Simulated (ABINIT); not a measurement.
# Quasiparticle gap of Au2S (Pn-3m) in ABINIT, part 2 of 3

How does a plane-wave GW calculation on Au2S (Pn-3m) run from the first input to the gap?

ABINIT 10.8.3; LDA and many-body steps on it, plane waves. Known limits of the many-body steps: not at the basis limit; d shell near the gap, gap tends to lie low; no spin-orbit coupling; coarse k mesh.

So far. Step 2 (Ground state): The gap is direct, at Γ.

## Step 3: Bands along the symmetry lines

Level of this step: DFT, LDA, plane waves, norm-conserving pseudopotentials (ABINIT).

The cheap functional maps the bands first; the places of the edges decide which points the dearer methods must see.

The input, run.abi:

```
acell 3*1.0 Angstrom
rprim 
  5.273982180000 0.000000000000 0.000000000000
  0.000000000000 5.273982180000 0.000000000000
  0.000000000000 0.000000000000 5.273982180000
ntypat 2
znucl 16 79
natom 6
typat 1 1 2 2 2 2
xred 
  -0.000000000000 0.000000000000 -0.000000000000
  0.500000000000 0.500000000000 0.500000000000
  0.250000000000 0.250000000000 0.750000000000
  0.750000000000 0.250000000000 0.250000000000
  0.250000000000 0.750000000000 0.250000000000
  0.750000000000 0.750000000000 0.750000000000
pp_dirpath "pseudos"
pseudos "S.upf, Au.upf"
ecut 28
iscf -2
irdden 1
kptopt 0
nkpt 50
kpt 
  0.00000000 0.00000000 0.00000000
  0.00000000 0.06250000 0.00000000
  0.00000000 0.12500000 0.00000000
  0.00000000 0.18750000 0.00000000
  0.00000000 0.25000000 0.00000000
  0.00000000 0.31250000 0.00000000
  0.00000000 0.37500000 0.00000000
  0.00000000 0.43750000 0.00000000
  0.00000000 0.50000000 0.00000000
  0.06250000 0.50000000 0.00000000
  0.12500000 0.50000000 0.00000000
  0.18750000 0.50000000 0.00000000
  0.25000000 0.50000000 0.00000000
  0.31250000 0.50000000 0.00000000
  0.37500000 0.50000000 0.00000000
  0.43750000 0.50000000 0.00000000
  0.50000000 0.50000000 0.00000000
  0.43750000 0.43750000 0.00000000
  0.37500000 0.37500000 0.00000000
  0.31250000 0.31250000 0.00000000
  0.25000000 0.25000000 0.00000000
  0.18750000 0.18750000 0.00000000
  0.12500000 0.12500000 0.00000000
  0.06250000 0.06250000 0.00000000
  0.00000000 0.00000000 0.00000000
  0.06250000 0.06250000 0.06250000
  0.12500000 0.12500000 0.12500000
  0.18750000 0.18750000 0.18750000
  0.25000000 0.25000000 0.25000000
  0.31250000 0.31250000 0.31250000
  0.37500000 0.37500000 0.37500000
  0.43750000 0.43750000 0.43750000
  0.50000000 0.50000000 0.50000000
  0.43750000 0.50000000 0.43750000
  0.37500000 0.50000000 0.37500000
  0.31250000 0.50000000 0.31250000
  0.25000000 0.50000000 0.25000000
  0.18750000 0.50000000 0.18750000
  0.12500000 0.50000000 0.12500000
  0.06250000 0.50000000 0.06250000
  0.00000000 0.50000000 0.00000000
  0.50000000 0.50000000 0.50000000
  0.50000000 0.50000000 0.43750000
  0.50000000 0.50000000 0.37500000
  0.50000000 0.50000000 0.31250000
  0.50000000 0.50000000 0.25000000
  0.50000000 0.50000000 0.18750000
  0.50000000 0.50000000 0.12500000
  0.50000000 0.50000000 0.06250000
  0.50000000 0.50000000 0.00000000
istwfk *1
nband 51
nbdbuf 2
tolwfr 1e-08
nstep 40
prtwf 0
prtvol 0
indata_prefix "in"
outdata_prefix "out"
tmpdata_prefix "tmp"
```

Command:

```sh
OMP_NUM_THREADS=1 mpirun -n 8 abinit run.abi > log
```

Numbers of over 12 decimals in the logs are rounded to 6 here.

The program printed:

```text
.Version 10.8.3 of ABINIT. v10.8.2 released Aug 2026.

 Symmetries : space group Pn -3 m (#224); Bravais cP (primitive cubic)
[... echo of the input left out ...]
== DATASET  1 ==================================================================
-   mpi_nproc: 8, omp_nthreads: 1 (-1 if OMP is not activated)

--- !DatasetInfo
iteration_state: {dtset: 1, }
dimensions: {natom: 6, nkpt: 50, mband: 51, nsppol: 1, nspinor: 1, nspden: 1, mpw: 7088, }
cutoff_energies: {ecut:  28.0, pawecutdg:  -1.0, }
electrons: {nelect:   8.80000000E+01, charge:   0.00000000E+00, occopt:   1.00000000E+00, tsmear:   1.00000000E-02, }

 Real(R)+Recip(G) space primitive vectors, cartesian coordinates (Bohr,Bohr^-1):
 R(1)=  9.9663819  0.0000000  0.0000000  G(1)=  0.1003373  0.0000000  0.0000000
 R(2)=  0.0000000  9.9663819  0.0000000  G(2)=  0.0000000  0.1003373  0.0000000
 R(3)=  0.0000000  0.0000000  9.9663819  G(3)=  0.0000000  0.0000000  0.1003373
 Unit cell volume ucvol=  9.8994844E+02 bohr^3
 Angles (23,13,12)=  9.00000000E+01  9.00000000E+01  9.00000000E+01 degrees

 getcut: wavevector=  0.0000  0.0000  0.0000  ngfft=  48  48  48
         ecut(hartree)=     28.000   => boxcut(ratio)=   2.02190

--- Pseudopotential description ------------------------------------------------
- S Generated using ONCVPSP code by D. R. Hamann
- 16.00000   6.00000  180309                  znucl, zion, pspdat
12 -1012 2 -1 1132                            pspcod,pspxc,lmax,lloc,mmax
     nproj     2     2     2     0
  pspatm : epsatm=    8.64647033
         --- l  ekb(1:nproj) -->
             0    6.829465    0.577472
             1    3.264508    0.889325
             2   -2.858321   -0.603195
 pspatm: atomic psp has been read  and splines computed

- Au Generated using ONCVPSP code by D. R. Hamann
- 79.00000  19.00000  180309                  znucl, zion, pspdat
12 -1012 3 -1 1324                            pspcod,pspxc,lmax,lloc,mmax
     nproj     2     2     2     1
  pspatm : epsatm=   32.25374102
         --- l  ekb(1:nproj) -->
[...]
3    1.195209
 pspatm: atomic psp has been read  and splines computed

--------------------------------------------------------------------------------

================================================================================
 prteigrs : about to open file out_EIG
 Non-SCF case, kpt    1 (  0.00000  0.00000  0.00000), residuals and eigenvalues=
  3.05E-09  3.26E-09  4.67E-09  8.31E-09  7.81E-09  1.74E-09  3.51E-09  6.33E-09
  2.53E-09  8.75E-09  3.20E-09  3.68E-09  4.65E-09  1.36E-09  2.96E-09  6.64E-09
  5.72E-09  7.71E-09  2.35E-09  3.36E-09  6.65E-09  1.34E-09  3.53E-09  6.20E-09
[...]
-3.6659E+00 -3.6655E+00 -3.6655E+00 -3.6655E+00 -1.8873E+00 -1.8870E+00
 -1.8870E+00 -1.8870E+00 -1.8684E+00 -1.8684E+00 -1.8683E+00 -1.8683E+00
 -1.8683E+00 -1.8683E+00 -1.8683E+00 -1.8683E+00 -3.4870E-01 -2.9696E-01
[...]
Non-SCF case, kpt   50 (  0.50000  0.50000  0.00000), residuals and eigenvalues=
[...]
9.6231E-02  9.6231E-02  1.0915E-01  1.0915E-01  1.4443E-01  1.4443E-01
  1.4720E-01  1.4720E-01  2.5870E-01  2.5870E-01  3.1476E-01  3.1476E-01
[...]
--- !ResultsGS
iteration_state: {dtset: 1, }
comment   : Summary of ground state results
lattice_vectors:
- [  9.9663819,   0.0000000,   0.0000000, ]
- [  0.0000000,   9.9663819,   0.0000000, ]
- [  0.0000000,   0.0000000,   9.9663819, ]
lattice_lengths: [   9.96638,    9.96638,    9.96638, ]
lattice_angles: [ 90.000,  90.000,  90.000, ] # degrees, (23, 13, 12)
lattice_volume:   9.8994844E+02
convergence: {deltae:  0.000E+00, res2:  0.000E+00, residm:  9.998E-09, diffor:  0.000E+00, }
etotal    :  -6.12300164E+02
entropy   :   0.00000000E+00
fermie    :   1.68286166E-01
cartesian_stress_tensor: null
pressure_GPa: null
xred      :
- [  0.0000E+00,   0.0000E+00,   0.0000E+00,  S]
- [  5.0000E-01,   5.0000E-01,   5.0000E-01,  S]
- [  2.5000E-01,   2.5000E-01,   7.5000E-01, Au]
- [  7.5000E-01,   2.5000E-01,   2.5000E-01, Au]
- [  2.5000E-01,   7.5000E-01,   2.5000E-01, Au]
- [  7.5000E-01,   7.5000E-01,   7.5000E-01, Au]
cartesian_forces: null
force_length_stats: {min: null, max: null, mean: null, }

 Integrated electronic density in atomic spheres:
 ------------------------------------------------
 Atom  Sphere_radius  Integrated_density
[...]
================================================================================

 ----iterations are completed or convergence reached----

 Mean square residual over all n,k,spin=   53.556E-10; max=  99.981E-10
 reduced coordinates (array xred) for    6 atoms
[...]
cartesian coordinates (angstrom) at end:
    1      0.000000     0.000000     0.000000
    2      2.636991     2.636991     2.636991
    3      1.318496     1.318496     3.955487
    4      3.955487     1.318496     1.318496
    5      1.318496     3.955487     1.318496
    6      3.955487     3.955487     3.955487
 length scales=  1.889726125908  1.889726125908  1.889726125908 bohr
              =  1.000000000000  1.000000000000  1.000000000000 angstroms
 prteigrs : about to open file out_EIG
 Eigenvalues (hartree) for nkpt=  50  k points:
 kpt#   1, nband= 51, wtk=  1.00000, kpt=  0.0000  0.0000  0.0000 (reduced coord)
[...]
kpt#   2, nband= 51, wtk=  1.00000, kpt=  0.0000  0.0625  0.0000 (reduced coord)
[...]
kpt#   3, nband= 51, wtk=  1.00000, kpt=  0.0000  0.1250  0.0000 (reduced coord)
[...]
kpt#  49, nband= 51, wtk=  1.00000, kpt=  0.5000  0.5000  0.0625 (reduced coord)
[...]
0.38450    0.38450    0.45753
 kpt#  50, nband= 51, wtk=  1.00000, kpt=  0.5000  0.5000  0.0000 (reduced coord)
[...]
0.08579    0.08579    0.09226    0.09226    0.09623    0.09623    0.10915    0.10915
   0.14443    0.14443    0.14720    0.14720    0.25870    0.25870    0.31476    0.31476
   0.38703    0.38703    0.45290

== END DATASET(S) ==============================================================
================================================================================

 -outvars: echo values of variables after computation  --------
            nband          51
             nkpt          50
          spgroup         224
 [... the other variables as echoed above ...]

 Calculation completed.
```

Wall time 49 s (8 MPI ranks of Intel Xeon Platinum 8488C (Sapphire Rapids), shared host); peak memory 0.88 GiB.

Numbers from this step:

```
gap                        : 1.989 eV
k of the valence top       : 0, 0, 0
k of the conduction bottom : 0, 0, 0
least direct gap           : 1.989 eV
```

The gap is 1.989 eV, as in the run before at this level.

The electronic bands at the labelled points (eV, zero at the top of the highest filled band):

```
    point  band 41  band 42  band 43  band 44  band 45  band 46  band 47  band 48
        Γ    -1.60     0.00     0.00     0.00     1.99     1.99     2.06     6.33
  halfway    -1.43    -1.13    -0.11    -0.11     2.68     2.71     3.67     5.26
        X    -0.65    -0.65    -0.39    -0.39     4.13     4.13     4.29     4.29
  halfway    -0.73    -0.73    -0.50    -0.50     3.14     3.14     4.35     4.35
        M    -0.65    -0.65    -0.57    -0.57     2.46     2.46     3.99     3.99
  halfway    -1.19    -1.13    -0.48    -0.25     3.05     3.38     4.06     4.40
        Γ    -1.60     0.00     0.00     0.00     1.99     1.99     2.06     6.33
  halfway    -1.46    -0.82    -0.82    -0.25     3.41     3.66     3.90     3.90
        R    -0.95    -0.68    -0.68    -0.68     3.48     3.48     3.48     4.94
  halfway    -1.23    -0.70    -0.65    -0.50     2.71     3.78     3.79     4.46
        X    -0.65    -0.65    -0.39    -0.39     4.13     4.13     4.29     4.29
jump to R    -0.95    -0.68    -0.68    -0.68     3.48     3.48     3.48     4.94
  halfway    -0.77    -0.77    -0.70    -0.66     2.27     3.81     3.81     4.13
        M    -0.65    -0.65    -0.57    -0.57     2.46     2.46     3.99     3.99
```

## Step 4: Empty states on the mesh, 2×2×2 mesh, 244 bands

The sums over transitions need many empty states on a uniform mesh; this step solves for them.

The input, run.abi:

```
acell 3*1.0 Angstrom
rprim 
  5.273982180000 0.000000000000 0.000000000000
  0.000000000000 5.273982180000 0.000000000000
  0.000000000000 0.000000000000 5.273982180000
ntypat 2
znucl 16 79
natom 6
typat 1 1 2 2 2 2
xred 
  -0.000000000000 0.000000000000 -0.000000000000
  0.500000000000 0.500000000000 0.500000000000
  0.250000000000 0.250000000000 0.750000000000
  0.750000000000 0.250000000000 0.250000000000
  0.250000000000 0.750000000000 0.250000000000
  0.750000000000 0.750000000000 0.750000000000
pp_dirpath "pseudos"
pseudos "S.upf, Au.upf"
ecut 28
ngkpt 2 2 2
nshiftk 1
shiftk 0 0 0
kptopt 1
chksymbreak 0
iscf -2
irdden 1
istwfk *1
nband 244
nbdbuf 22
tolwfr 1e-09
nstep 60
prtvol 0
indata_prefix "in"
outdata_prefix "out"
tmpdata_prefix "tmp"
```

Command:

```sh
OMP_NUM_THREADS=2 mpirun -n 4 abinit run.abi > log
```

The program printed:

```text
.Version 10.8.3 of ABINIT. v10.8.2 released Aug 2026.

 Symmetries : space group Pn -3 m (#224); Bravais cP (primitive cubic)
[... echo of the input left out ...]
== DATASET  1 ==================================================================
-   mpi_nproc: 4, omp_nthreads: 2 (-1 if OMP is not activated)

--- !DatasetInfo
iteration_state: {dtset: 1, }
dimensions: {natom: 6, nkpt: 4, mband: 244, nsppol: 1, nspinor: 1, nspden: 1, mpw: 7088, }
cutoff_energies: {ecut:  28.0, pawecutdg:  -1.0, }
electrons: {nelect:   8.80000000E+01, charge:   0.00000000E+00, occopt:   1.00000000E+00, tsmear:   1.00000000E-02, }

 Real(R)+Recip(G) space primitive vectors, cartesian coordinates (Bohr,Bohr^-1):
 R(1)=  9.9663819  0.0000000  0.0000000  G(1)=  0.1003373  0.0000000  0.0000000
 R(2)=  0.0000000  9.9663819  0.0000000  G(2)=  0.0000000  0.1003373  0.0000000
 R(3)=  0.0000000  0.0000000  9.9663819  G(3)=  0.0000000  0.0000000  0.1003373
 Unit cell volume ucvol=  9.8994844E+02 bohr^3
 Angles (23,13,12)=  9.00000000E+01  9.00000000E+01  9.00000000E+01 degrees

 getcut: wavevector=  0.0000  0.0000  0.0000  ngfft=  48  48  48
         ecut(hartree)=     28.000   => boxcut(ratio)=   2.02190

--- Pseudopotential description ------------------------------------------------
- S Generated using ONCVPSP code by D. R. Hamann
- 16.00000   6.00000  180309                  znucl, zion, pspdat
12 -1012 2 -1 1132                            pspcod,pspxc,lmax,lloc,mmax
     nproj     2     2     2     0
  pspatm : epsatm=    8.64647033
         --- l  ekb(1:nproj) -->
             0    6.829465    0.577472
             1    3.264508    0.889325
             2   -2.858321   -0.603195
 pspatm: atomic psp has been read  and splines computed

- Au Generated using ONCVPSP code by D. R. Hamann
- 79.00000  19.00000  180309                  znucl, zion, pspdat
12 -1012 3 -1 1324                            pspcod,pspxc,lmax,lloc,mmax
     nproj     2     2     2     1
  pspatm : epsatm=   32.25374102
         --- l  ekb(1:nproj) -->
[...]
3    1.195209
 pspatm: atomic psp has been read  and splines computed

--------------------------------------------------------------------------------

================================================================================
 prteigrs : about to open file out_EIG
 Non-SCF case, kpt    1 (  0.00000  0.00000  0.00000), residuals and eigenvalues=
  2.22E-10  6.33E-10  7.39E-10  9.07E-10  6.35E-10  3.68E-10  5.77E-10  8.14E-10
  4.08E-10  8.08E-10  4.56E-10  7.18E-10  9.36E-10  4.20E-10  6.04E-10  7.52E-10
  6.35E-11  8.14E-11  1.00E-10  1.71E-10  1.90E-10  1.14E-10  1.16E-10  2.92E-10
[...]
7.93E-05  1.07E-05  6.61E-05  8.90E-05
 -3.6659E+00 -3.6655E+00 -3.6655E+00 -3.6655E+00 -1.8873E+00 -1.8870E+00
 -1.8870E+00 -1.8870E+00 -1.8684E+00 -1.8684E+00 -1.8683E+00 -1.8683E+00
 -1.8683E+00 -1.8683E+00 -1.8683E+00 -1.8683E+00 -3.4870E-01 -2.9696E-01
[...]
2.4464E+00  2.4648E+00  2.4648E+00  2.4648E+00  2.4789E+00  2.4789E+00
  2.4789E+00  2.4863E+00  2.4863E+00  2.4863E+00  2.5262E+00  2.5262E+00
  2.5271E+00  2.5331E+00  2.5333E+00  2.5334E+00
 prteigrs : prtvol=0 or 1, do not print more k-points.

--- !ResultsGS
iteration_state: {dtset: 1, }
comment   : Summary of ground state results
lattice_vectors:
- [  9.9663819,   0.0000000,   0.0000000, ]
- [  0.0000000,   9.9663819,   0.0000000, ]
- [  0.0000000,   0.0000000,   9.9663819, ]
lattice_lengths: [   9.96638,    9.96638,    9.96638, ]
lattice_angles: [ 90.000,  90.000,  90.000, ] # degrees, (23, 13, 12)
lattice_volume:   9.8994844E+02
convergence: {deltae:  0.000E+00, res2:  0.000E+00, residm:  9.977E-10, diffor:  0.000E+00, }
etotal    :  -6.12300164E+02
entropy   :   0.00000000E+00
fermie    :   1.68286166E-01
cartesian_stress_tensor: null
pressure_GPa: null
xred      :
- [  0.0000E+00,   0.0000E+00,   0.0000E+00,  S]
- [  5.0000E-01,   5.0000E-01,   5.0000E-01,  S]
- [  2.5000E-01,   2.5000E-01,   7.5000E-01, Au]
- [  7.5000E-01,   2.5000E-01,   2.5000E-01, Au]
- [  2.5000E-01,   7.5000E-01,   2.5000E-01, Au]
- [  7.5000E-01,   7.5000E-01,   7.5000E-01, Au]
cartesian_forces: null
force_length_stats: {min: null, max: null, mean: null, }

 Integrated electronic density in atomic spheres:
 ------------------------------------------------
 Atom  Sphere_radius  Integrated_density
[...]
================================================================================

 ----iterations are completed or convergence reached----

 Mean square residual over all n,k,spin=   36.817E-11; max=  99.766E-11
 reduced coordinates (array xred) for    6 atoms
[...]
0.250000000000      0.750000000000      0.250000000000
       0.750000000000      0.750000000000      0.750000000000

 cartesian coordinates (angstrom) at end:
    1      0.000000     0.000000     0.000000
[...]
6      3.955487     3.955487     3.955487
 length scales=  1.889726125908  1.889726125908  1.889726125908 bohr
              =  1.000000000000  1.000000000000  1.000000000000 angstroms
 prteigrs : about to open file out_EIG
 Eigenvalues (hartree) for nkpt=   4  k points:
 kpt#   1, nband=244, wtk=  0.12500, kpt=  0.0000  0.0000  0.0000 (reduced coord)
[...]
2.42389    2.42615    2.44645    2.44645    2.44645    2.46479    2.46479    2.46479
   2.47893    2.47893    2.47893    2.48625    2.48625    2.48626    2.52616    2.52623
   2.52714    2.53312    2.53328    2.53337
 prteigrs : prtvol=0 or 1, do not print more k-points.

== END DATASET(S) ==============================================================
================================================================================

 -outvars: echo values of variables after computation  --------
            nband         244
             nkpt           4
          spgroup         224
 [... the other variables as echoed above ...]

 Calculation completed.
```

The job ended after 61 s (4 MPI ranks; peak memory 0.52 GiB; 5.7 min of CPU time).

This step gave:

```yaml
gap: 1.989 eV
k_of_the_valence_top: 0, 0, 0
k_of_the_conduction_bottom: 0, 0, 0
least_direct_gap: 1.989 eV
k_points_computed: 4
lowest_point_of_the_top_converged_band_above_the_valence_top: 58.8838 eV
```

On this mesh the gap is 1.989 eV.

## Step 5: Screening, 2×2×2 mesh, 222 bands, screening to 130.6 eV

The RPA dielectric matrix is built and inverted for each q.

This step: RPA screening on LDA, plane waves, norm-conserving pseudopotentials.

run.abi, as its differences from that of step 4:

```diff
@@ -24,10 +24,11 @@
 chksymbreak 0
-iscf -2
-irdden 1
 istwfk *1
-nband 244
-nbdbuf 22
-tolwfr 1e-09
-nstep 60
-prtvol 0
+occopt 1
+irdwfk 1
+optdriver 3
+nband 222
+ecuteps 4.8
+inclvkb 2
+awtr 1
+symchi 1
 indata_prefix "in"
```

Command:

```sh
OMP_NUM_THREADS=1 mpirun -n 8 abinit run.abi > log
```

The program printed:

```text
.Version 10.8.3 of ABINIT. v10.8.2 released Aug 2026.

 Symmetries : space group Pn -3 m (#224); Bravais cP (primitive cubic)
[... echo of the input left out ...]
== DATASET  1 ==================================================================
-   mpi_nproc: 8, omp_nthreads: 1 (-1 if OMP is not activated)

--- !DatasetInfo
iteration_state: {dtset: 1, }
dimensions: {natom: 6, nkpt: 4, mband: 222, nsppol: 1, nspinor: 1, nspden: 1, mpw: 7088, }
cutoff_energies: {ecut:  28.0, pawecutdg:  -1.0, }
electrons: {nelect:   8.80000000E+01, charge:   0.00000000E+00, occopt:   1.00000000E+00, tsmear:   1.00000000E-02, }

 SCREENING: Calculation of the susceptibility and dielectric matrices

 Based on a program developped by R.W. Godby, V. Olevano, G. Onida, and L. Reining.
 Incorporated in ABINIT by V. Olevano, G.-M. Rignanese, and M. Torrent.
.Using double precision arithmetic ; gwpc =  8

[... cell and pseudopotentials left out ...]
--------------------------------------------------------------------------------

 ==== K-mesh for the wavefunctions ====
 Number of points in the irreducible wedge :     4
[... list of points left out ...]
 Together with 48 symmetry operations and time-reversal symmetry
 yields     8 points in the full Brillouin Zone.

 ==== Q-mesh for the screening function ====
 Number of points in the irreducible wedge :     4
[... list of points left out ...]
 Together with 48 symmetry operations and time-reversal symmetry
 yields     8 points in the full Brillouin Zone.

 setmesh: FFT mesh size selected  =    36x   36x   36
          total number of points  =        46656

 vcoul_init : cutoff-mode = AUXILIARY_FUNCTION
 q-points for optical limit:   1
     1)      0.000010    0.000020    0.000030

- screening: taking advantage of time-reversal symmetry
- Maximum band index for partially occupied states nbvw = 44
- Remaining bands to be divided among processors   nbcw = 178
- Number of bands treated by each node ~22

 Number of electrons calculated from density =   88.0000; Expected =   88.0000
 average of density, n =  0.088894
 r_s =    1.3900
 omega_plasma =   28.7601 [eV]

 calculating chi0 at frequencies [eV] :
  1    0.000000E+00    0.000000E+00
  2    0.000000E+00    2.876012E+01

--------------------------------------------------------------------------------
  q-point number  1        q = ( 0.000000, 0.000000, 0.000000) [r.l.u.]
--------------------------------------------------------------------------------
[... chi0 elements left out ...]
 For q-point:  0.000010 0.000020 0.000030
  dielectric constant =  10.9057
  dielectric constant without local fields =  12.5374

  Average fulfillment of the sum rule on Im[epsilon] for q-point    1 :     66.13  [%]
[... wings left out ...]
  q-point number  2        q = ( 0.500000, 0.000000, 0.000000) [r.l.u.]
--------------------------------------------------------------------------------
[... chi0 elements left out ...]
  Average fulfillment of the sum rule on Im[epsilon] for q-point    2 :     73.18  [%]

 [... 2 further q-points ...]
```

Wall time 47 s (8 MPI ranks); peak memory 3.1 GiB; 6.3 min of CPU time.

Numbers from this step:

```yaml
eps_infinity_with_local_fields_on_this_mesh_along_the_program_s_q_direction: 10.91
the_same_without_local_fields: 12.54
plasma_frequency: 28.76 eV
plane_waves_in_the_screening_matrix: 485
```

Local fields lower ε∞ by 13 %. On a Γ-centred mesh this coarse the value itself is usually too large, while a short band sum pulls it down.

[end of part 2 of 3]

[Paths, hosts, dates, memory and timing lines, banners, echoed tables and standing remarks are left out of the program output.]

[Logs are printed without paths, hosts, clocks, repeated set-up lines and the standing remarks that a program may print on its own settings, such as how far it seeks lower states.]

[Runs of the session that timed out or met a known fault of the program may be left out.]

[Hosts, paths, dates, database ids (printed as entryN), source tags and the programs' standing remarks are cut or masked in the printed files.]

[G0W0 gaps are taken among the corrected bands and points alone; a level outside them can change the order at an edge.]

[Where Ansatz stands beside ABINIT at settings called matched, ABINIT's density can come from a denser mesh and the files from another edition; pairs whose starting gaps differed by over 0.03 eV were left out, so agreement reads better than it is.]
